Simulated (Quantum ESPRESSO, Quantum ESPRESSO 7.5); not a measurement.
## Work function and surface energy of Nb(110) against thickness

Wanted: a thickness series of Nb(110), driven from Python.

Program: Quantum ESPRESSO 7.5. Level of theory: plane-wave DFT, PBE, GBRV ultrasoft pseudopotentials. Results are calculated unless marked as measured.

The experiments to compare with:

For Nb (clean (110) face), “Anisotropic work function of elemental crystals” (2019, arxiv:1902.07811) quotes earlier work: work function (clean (110) face) 4.63 eV.

**1. The structure**

The cell holds 8 atoms: 8 Nb. Cell: a = 2.858 Å, b = 2.858 Å, c = 31.334 Å, α = 90.0°, β = 90.0°, γ = 70.5°. It derives from Nb. Vacuum lies along c.

Structure file:

```
CELL_PARAMETERS angstrom
2.33345 -1.65000 0.00000
2.33345 1.65000 0.00000
0.00000 0.00000 31.33417
ATOMIC_POSITIONS crystal
Nb 0.00000 0.00000 0.23936
Nb 0.50000 0.50000 0.31383
Nb 0.00000 0.00000 0.38830
Nb 0.50000 0.50000 0.46277
Nb 0.00000 0.00000 0.53723
Nb 0.50000 0.50000 0.61170
Nb 0.00000 0.00000 0.68617
Nb 0.50000 0.50000 0.76064
```

**2. The script**

ASE writes the inputs, starts pw.x and reads the results. Under ESM bc1 the zero of energy of a symmetric slab is the vacuum, so the work function is minus the Fermi level.

run.py

```python
import json
import numpy as np
from ase.build import bcc110
from ase.calculators.espresso import Espresso, EspressoProfile

profile = EspressoProfile(command='mpirun -n 4 pw.x -nk 4', pseudo_dir='../pseudo')
pseudopotentials = {'Nb': 'nb_pbe_v1.uspp.F.UPF'}
system = {'ecutwfc': 40, 'ecutrho': 200, 'occupations': 'smearing', 'smearing': 'mv', 'degauss': 0.02}


def calculator(name, kpts, **extra):
    data = dict(control=dict(tprnfor=True, verbosity='high', disk_io='none'),
                system=system | extra,
                electrons=dict(conv_thr=1e-07, mixing_beta=0.4, mixing_mode='local-TF',
                               electron_maxstep=100))
    return Espresso(profile=profile, directory=name, pseudopotentials=pseudopotentials, kpts=kpts, input_data=data)


def centre(atoms):
    z = atoms.positions[:, 2]
    atoms.positions[:, 2] -= (z.max() + z.min()) / 2  # ESM wants the slab about z = 0
    return atoms


rows = []
for n in [3, 4, 5, 6, 7, 8]:
    slab = centre(bcc110('Nb', size=(1, 1, n), a=3.3, vacuum=7.5, periodic=True))
    slab.set_initial_magnetic_moments([0.0] * n)
    slab.calc = calculator(f'n{n}', (12, 12, 1), assume_isolated='esm', esm_bc='bc1')
    energy = slab.get_potential_energy()
    work = -slab.calc.get_fermi_level()
    force = slab.get_forces()[-1, 2]
    rows.append([n, energy, work, force])
    print(f'{n} layers: E = {energy:.5f} eV, work function {work:.3f} eV, force on the top atom {force:+.3f} eV/A')

n, energy = np.array(rows)[:, :2].T
slope, offset = np.polyfit(n[1:], energy[1:], 1)
area = np.linalg.norm(np.cross(*slab.cell[:2]))
gamma = offset / (2 * area) * 16.0218
print(f'bulk energy from the slope {slope:.5f} eV an atom; unrelaxed surface energy {gamma:.3f} J/m^2')
json.dump(dict(rows=rows, slope=slope, gamma=gamma), open('result.json', 'w'))
```

The run is started by

```sh
OMP_NUM_THREADS=1 python run.py
```

Log:

```text
3 layers: E = -4811.62892 eV, work function 4.612 eV, force on the top atom -0.291 eV/A
4 layers: E = -6416.19364 eV, work function 4.598 eV, force on the top atom -0.336 eV/A
5 layers: E = -8020.73547 eV, work function 4.618 eV, force on the top atom -0.342 eV/A
6 layers: E = -9625.29175 eV, work function 4.605 eV, force on the top atom -0.327 eV/A
7 layers: E = -11229.85483 eV, work function 4.604 eV, force on the top atom -0.340 eV/A
8 layers: E = -12834.41231 eV, work function 4.607 eV, force on the top atom -0.337 eV/A
bulk energy from the slope -1604.55567 eV an atom; unrelaxed surface energy 2.119 J/m^2
```

It took 15 min on 4 MPI ranks of Intel Xeon Platinum 8375C at 2.90GHz (Ice Lake), shared host; peak memory 1.1 GiB; 59 min of CPU time.

The input that ASE wrote for the first run, and its log:

```
&CONTROL
   verbosity        = 'high'
   tprnfor          = .true.
   disk_io          = 'none'
   pseudo_dir       = '../pseudo'
/
&SYSTEM
   ecutwfc          = 40
   ecutrho          = 200
   occupations      = 'smearing'
   degauss          = 0.02
   smearing         = 'mv'
   assume_isolated  = 'esm'
   esm_bc           = 'bc1'
   ntyp             = 1
   nat              = 3
   ibrav            = 0
/
&ELECTRONS
   electron_maxstep = 100
   conv_thr         = 1e-07
   mixing_mode      = 'local-TF'
   mixing_beta      = 0.4
/
&IONS
/
&CELL
/
&FCP
/
&RISM
/
ATOMIC_SPECIES
Nb 92.90637 nb_pbe_v1.uspp.F.UPF

K_POINTS automatic
12 12 1  0 0 0

CELL_PARAMETERS angstrom
3.30000000000000 0.00000000000000 0.00000000000000
1.65000000000000 2.33345237791561 0.00000000000000
0.00000000000000 0.00000000000000 19.66690475583121

ATOMIC_POSITIONS angstrom
Nb 0.0000000000 0.0000000000 -2.3334523779  
Nb 0.0000000000 2.3334523779 0.0000000000  
Nb 0.0000000000 0.0000000000 2.3334523779
```

```text
Program PWSCF v.7.5 starts
[citation notice left out]

     Parallel version (MPI & OpenMP), running on       4 processor cores
     Number of MPI processes:                 4
     Threads/MPI process:                     1

     MPI processes distributed on     1 nodes
[... 1 line left out ...]

Warning: card &CELL ignored
Warning: card &FCP ignored
Warning: card &RISM ignored

     Current dimensions of program PWSCF are:
     Max number of different atomic species (ntypx) = 10
     Max number of k-points (npk) =  40000
     Max angular momentum in pseudopotentials (lmaxx) =  4
     Message from routine setup:
     using ibrav=0 with symmetry is DISCOURAGED, use correct ibrav instead

     K-points division:     npool     =       4
     Subspace diagonalization in iterative solution of the eigenvalue problem:
     a serial algorithm will be used

     G-vector sticks info
     --------------------
     sticks:   dense  smooth     PW     G-vecs:    dense   smooth      PW
     Sum         437     345    129                48751    34881    7067

     Using Slab Decomposition

     bravais-lattice index     =            0
     lattice parameter (alat)  =       6.2361  a.u.
     unit-cell volume          =    1021.9873 (a.u.)^3
     number of atoms/cell      =            3
     number of atomic types    =            1
     number of electrons       =        39.00
     number of Kohn-Sham states=           24
     kinetic-energy cutoff     =      40.0000  Ry
     charge density cutoff     =     200.0000  Ry
     scf convergence threshold =      1.0E-07
     mixing beta               =       0.4000
     number of iterations used =            8  local-TF  mixing
     Exchange-correlation= SLA  PW   PBE  PBE
                           (   1   4   3   4   0   0   0)

     Effective Screening Medium Method
     =================================
     Boundary Conditions: Vacuum-Slab-Vacuum
     total charge in unit cell        =   0.0000
     grid points for fit at edges     =        4

[... 10 lines left out ...]
     PseudoPot. # 1 for Nb read from file:
     ../pseudo/nb_pbe_v1.uspp.F.UPF
     Pseudo is Ultrasoft + core correction, Zval = 13.0
     Generated by new atomic code, or converted to UPF format
     Using radial grid of  887 points,  6 beta functions with:
                l(1) =   0
                l(2) =   0
                l(3) =   1
                l(4) =   1
                l(5) =   2
                l(6) =   2
     Q(r) pseudized with  6 coefficients,  rinner =    1.000   1.000   1.000
                                                       1.000   1.000

     atomic species   valence    mass     pseudopotential
     Nb               13.00    92.90637     Nb( 1.00)

      8 Sym. Ops., with inversion, found

                                    s                        frac. trans.

      isym =  1     identity

 cryst.   s( 1) = (     1          0          0      )
[... 227 lines left out ...]

     Initial potential from superposition of free atoms

     starting charge      38.9918, renormalised to      39.0000

     negative rho (up, down):  2.521E-03 0.000E+00
     Starting wfcs are   39 randomized atomic wfcs

     total cpu time spent up to now is        2.3 secs

     per-process dynamical memory:    55.7 Mb

     Self-consistent Calculation

     iteration #  1     ecut=    40.00 Ry     beta= 0.40
     Davidson diagonalization with overlap

---- Real-time Memory Report at c_bands before calling an iterative solver
            94 MiB given to the printing process from OS
            54 MiB allocation reported by mallinfo(arena+hblkhd)
[... 1 line left out ...]
------------------
     ethr =  1.00E-02,  avg # of iterations =  1.3

     negative rho (up, down):  9.864E-04 0.000E+00

     total cpu time spent up to now is        3.5 secs

     total energy              =    -353.64308758 Ry
     estimated scf accuracy    <       1.10773064 Ry

     iteration #  2     ecut=    40.00 Ry     beta= 0.40
[... 1 line left out ...]

---- Real-time Memory Report at c_bands before calling an iterative solver
           127 MiB given to the printing process from OS
            93 MiB allocation reported by mallinfo(arena+hblkhd)
[... 1 line left out ...]
------------------
[... 1 line left out ...]

     negative rho (up, down):  7.761E-05 0.000E+00

[... 1 line left out ...]

     total energy              =    -353.54292361 Ry
     estimated scf accuracy    <       0.56797606 Ry

[... 322 lines left out ...]
     iteration # 29     ecut=    40.00 Ry     beta= 0.40
[... 1 line left out ...]

---- Real-time Memory Report at c_bands before calling an iterative solver
           135 MiB given to the printing process from OS
           101 MiB allocation reported by mallinfo(arena+hblkhd)
[... 1 line left out ...]
------------------
[... 1 line left out ...]

     negative rho (up, down):  2.548E-03 0.000E+00

[... 1 line left out ...]

     total energy              =    -353.64825377 Ry
     estimated scf accuracy    <       0.00000034 Ry

     iteration # 30     ecut=    40.00 Ry     beta= 0.40
[... 1 line left out ...]

---- Real-time Memory Report at c_bands before calling an iterative solver
           135 MiB given to the printing process from OS
           101 MiB allocation reported by mallinfo(arena+hblkhd)
[... 1 line left out ...]
------------------
     c_bands:  1 eigenvalues not converged
[... 1 line left out ...]

     negative rho (up, down):  2.575E-03 0.000E+00

[... 1 line left out ...]

     End of self-consistent calculation

          k = 0.0000 0.0000 0.0000 (  4425 PWs)   bands (ev):

   -59.2914 -59.2631 -59.0030 -35.7816 -35.4226 -34.9315 -34.8602 -34.8039
   -34.6467 -34.6465 -34.5494 -34.4642  -9.9870  -8.7413  -8.3088  -6.1857
    -5.5951  -5.1828  -4.8085  -4.7707  -4.4123  -3.7438  -3.2540  -1.8987

     occupation numbers
     1.0000   1.0000   1.0000   1.0000   1.0000   1.0000   1.0000   1.0000
     1.0000   1.0000   1.0000   1.0000   1.0000   1.0000   1.0000   1.0000
     1.0001   1.0329   0.9082   0.8242   0.0711   0.0000   0.0000   0.0000

[... 336 lines left out ...]

     the Fermi energy is    -4.6116 ev

!    total energy              =    -353.64823371 Ry
     estimated scf accuracy    <       0.00000004 Ry
     smearing contrib. (-TS)   =       0.00161862 Ry
     internal energy E=F+TS    =    -353.64985233 Ry

     The total energy is F=E-TS. E is the sum of the following terms:
     one-electron contribution =    2911.17607184 Ry
     hartree contribution
```

Read from the output:

| Quantity | Value |
| --- | --- |
| surface energy | 2.119 J/m² |
| work function of the thickest slab | 4.607 eV |

Table of work function by layers:

```csv
layers,work function (eV)
3.00,4.61
4.00,4.60
5.00,4.62
6.00,4.60
7.00,4.60
8.00,4.61
```

Table of force on the top atom along the normal by layers:

```csv
layers,force on the top atom along the normal (eV/Å)
3.00,-0.291
4.00,-0.336
5.00,-0.342
6.00,-0.327
7.00,-0.340
8.00,-0.337
```

Energy less the bulk line's slope against layers:

```csv
layers,energy less the bulk line's slope (meV)
3.00,2038
4.00,2029
5.00,2043
6.00,2042
7.00,2035
8.00,2033
```

**3. The script: RPBE, GBRV ultrasoft**

Level of this step: plane-wave DFT, RPBE, GBRV ultrasoft pseudopotentials made under PBE (Quantum ESPRESSO 7.5). input_dft overrides the functional of the files.

run.py is the input of step 2 with these lines changed:

```diff
@@ -7,3 +7,3 @@
 pseudopotentials = {'Nb': 'nb_pbe_v1.uspp.F.UPF'}
-system = {'ecutwfc': 40, 'ecutrho': 200, 'occupations': 'smearing', 'smearing': 'mv', 'degauss': 0.02}
+system = {'ecutwfc': 40, 'ecutrho': 200, 'input_dft': 'rpbe', 'occupations': 'smearing', 'smearing': 'mv', 'degauss': 0.02}
```

The run is started by

```sh
OMP_NUM_THREADS=1 python run.py
```

Log:

```text
3 layers: E = -4813.00185 eV, work function 4.489 eV, force on the top atom -0.158 eV/A
4 layers: E = -6417.96763 eV, work function 4.479 eV, force on the top atom -0.202 eV/A
5 layers: E = -8022.91041 eV, work function 4.506 eV, force on the top atom -0.197 eV/A
6 layers: E = -9627.86794 eV, work function 4.493 eV, force on the top atom -0.191 eV/A
7 layers: E = -11232.83198 eV, work function 4.486 eV, force on the top atom -0.205 eV/A
8 layers: E = -12837.79103 eV, work function 4.487 eV, force on the top atom -0.196 eV/A
bulk energy from the slope -1604.95684 eV an atom; unrelaxed surface energy 1.943 J/m^2
```

Run time: 16 min. Hardware: 4 MPI ranks; peak memory 1.1 GiB.

Numbers from this step:

| Quantity | Value |
| --- | --- |
| surface energy | 1.943 J/m² |
| work function of the thickest slab | 4.487 eV |

Work function against layers:

```csv
layers,work function (eV)
3.00,4.49
4.00,4.48
5.00,4.51
6.00,4.49
7.00,4.49
8.00,4.49
```

The force on the top atom along the normal by layers:

```csv
layers,force on the top atom along the normal (eV/Å)
3.00,-0.158
4.00,-0.202
5.00,-0.197
6.00,-0.191
7.00,-0.205
8.00,-0.196
```

Energy less the bulk line's slope against layers:

```csv
layers,energy less the bulk line's slope (meV)
3.00,1869
4.00,1860
5.00,1874
6.00,1873
7.00,1866
8.00,1864
```

**4. By hand**

γ = (E_N − N e_bulk)/(2A). The excess of the thickest slab is 2.033 eV and A = 7.700 Å²: 2.033/(2 × 7.700) × 16.02 = 2.12 J/m² (1 eV/Å² = 16.02 J/m²); the fit's intercept gives 2.12.

**5. Summary of results**

* work function of the thickest slab, PBE, GBRV ultrasoft: 4.61 eV
* unrelaxed surface energy, PBE, GBRV ultrasoft: 2.12 J/m²
* work function of the thickest slab, RPBE, GBRV ultrasoft (made under PBE): 4.49 eV
* unrelaxed surface energy, RPBE, GBRV ultrasoft (made under PBE): 1.94 J/m²

In words: The thickest slab gives a work function of 4.61 eV and the series an unrelaxed surface energy of 2.12 J/m² (PBE, GBRV ultrasoft). The work function swings by 0.02 eV over 3 to 8 layers and by 0.00 eV over the last step; confined states crossing the Fermi level and the finite mesh both contribute. From 3 layers on it stays within 0.1 eV. The force on the top atom of the thickest slab points inwards (0.34 eV/Å). The slabs are cut from the bulk at the tabulated lattice constant and not relaxed; the surface energy comes from a straight line through the energies of all but the thinnest slab.

Computed beside measured:

```
                             quantity  measured        PBE, GBRV  RPBE, GBRV (made under PBE)
work function (clean (110) face) (eV)      4.63  4.61 (-0.02 eV)              4.49 (-0.14 eV)
```

Measured values from arxiv:1902.07811 (2019).

Verdict: The grades are ours: good and fair within 3 and 7 % for the work function. Other measurements of the same face can differ from the value quoted by 0.1 to 0.2 eV.

[Logs are printed without paths, hosts, clocks, repeated set-up lines and the standing remarks that a program may print on its own settings, such as how far it seeks lower states.]

[Hosts, paths, dates, database ids (printed as entryN), source tags and the programs' standing remarks are cut or masked in the printed files.]

[Maps of the electrostatic potential energy from Ansatz leave out the sawtooth potential of an applied field or a dipole correction, so their vacuum need not be flat; planar profiles and work functions include it.]
